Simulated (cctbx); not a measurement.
# Occupancies in Zn2Pb

Cell a = 5.4790 Å, b = 5.4790 Å, c = 8.4770 Å, α = 90.00°, β = 90.00°, γ = 120.00°; space group P6_3/mmc (no. 194); nominal formula Zn2Pb.

Simulated single-crystal data (cctbx): Mo Kα, λ = 0.71073 Å, to d = 0.7 Å, 70 % of the full sphere, strongest reflection 20000 counts, noise from counting, a 1.5 % proportional error and a noise floor of 2 counts (s.d.); no absorption, and some extinction, which the refinements don't model.

With every site full:

```text
Rint 0.020, 153 unique reflections to 0.70 A
cycle     R1     wR2    GooF  max shift (A)
   1  0.1586  0.3307  31.979   0.00016
   2  0.0118  0.0291   2.811   0.00000
final R1 0.0118 wR2 0.0291 GooF 2.811  parameters 9  data/parameter 17.0
atom        x        y        z      Ueq    occ   su(xyz)  su(Uiso or U11)
Pb1    0.33333  0.66667  0.43518   0.0038  1.000  0.00004  0.0001
Zn1    0.16161  0.32323  0.75000   0.0063  1.000  0.00017  0.0003
Zn2    0.00000  0.00000  0.50000   0.0114  1.000  0.00000  0.0004
difference map: max 0.53 min -3.04 rms 0.29
Q1    0.3333  0.6667  0.7500    2    0.59  1.63 A from Zn1
Q2    0.0996  0.1991  0.0439   12    0.58  1.02 A from Zn2
Q3    0.0000  0.1825  0.0000   12    0.51  1.00 A from Zn2
Q4    0.2247  0.4493  0.1381   12    0.47  1.20 A from Pb1
Q5    0.3333  0.6667  0.2500    2    0.46  1.57 A from Pb1
Q6    0.2335  0.4670  0.5358   12    0.41  1.27 A from Pb1
```

With the occupancies of the suspect sites free, each still typed as its main element:

```text
Rint 0.020, 153 unique reflections to 0.70 A
cycle     R1     wR2    GooF  max shift (A)
   1  0.0862  0.1817  17.635   0.00008
   7  0.0059  0.0120   1.169   0.00000
final R1 0.0059 wR2 0.0120 GooF 1.164  parameters 10  data/parameter 15.3
atom        x        y        z      Ueq    occ   su(xyz)  su(Uiso or U11)
Pb1    0.33333  0.66667  0.43516   0.0039  1.000  0.00001  0.0001
Zn1    0.16160  0.32320  0.75000   0.0063  1.000  0.00007  0.0001
Zn2    0.00000  0.00000  0.50000   0.0068  0.894  0.00000  0.0003
su of occupancy Zn2: 0.004
difference map: max 0.38 min -0.62 rms 0.14
Q1    0.3333  0.6667  0.7500    2    0.46  1.63 A from Zn1
Q2    0.2240  0.4480  0.1373   12    0.36  1.21 A from Pb1
Q3    0.3333  0.6667  0.2500    2    0.35  1.57 A from Pb1
Q4    0.1102  0.2204  0.0464   12    0.34  1.12 A from Zn2
Q5    0.2596  0.5193  0.6527   12    0.34  1.24 A from Zn1
Q6    0.0644  0.1288  0.2500    6    0.31  1.34 A from Zn1
```

**Question.** What is the disorder?

X-rays count electrons. Zn2 refines to 0.894(0.004), or 26.8 electrons; the site truly holds 0.9 Zn, 27.0 electrons, which is 0.900 of Zn. A value under 1 can't tell vacancies from a lighter guest, and one over 1 needs a heavier guest; chemistry or a second radiation must settle which. Occupancy correlates with U and the scale, so the match is approximate.

Freeing them takes R1 from 0.0118 to 0.0059 and GooF from 2.81 to 1.16.

The model is made up (kin elements in a known structure type, no relaxation), so it says nothing on whether the phase exists.

[Middle refinement cycles are left out of these outputs.]

[Logs are printed without paths, hosts, clocks, repeated set-up lines and the standing remarks that a program may print on its own settings, such as how far it seeks lower states.]
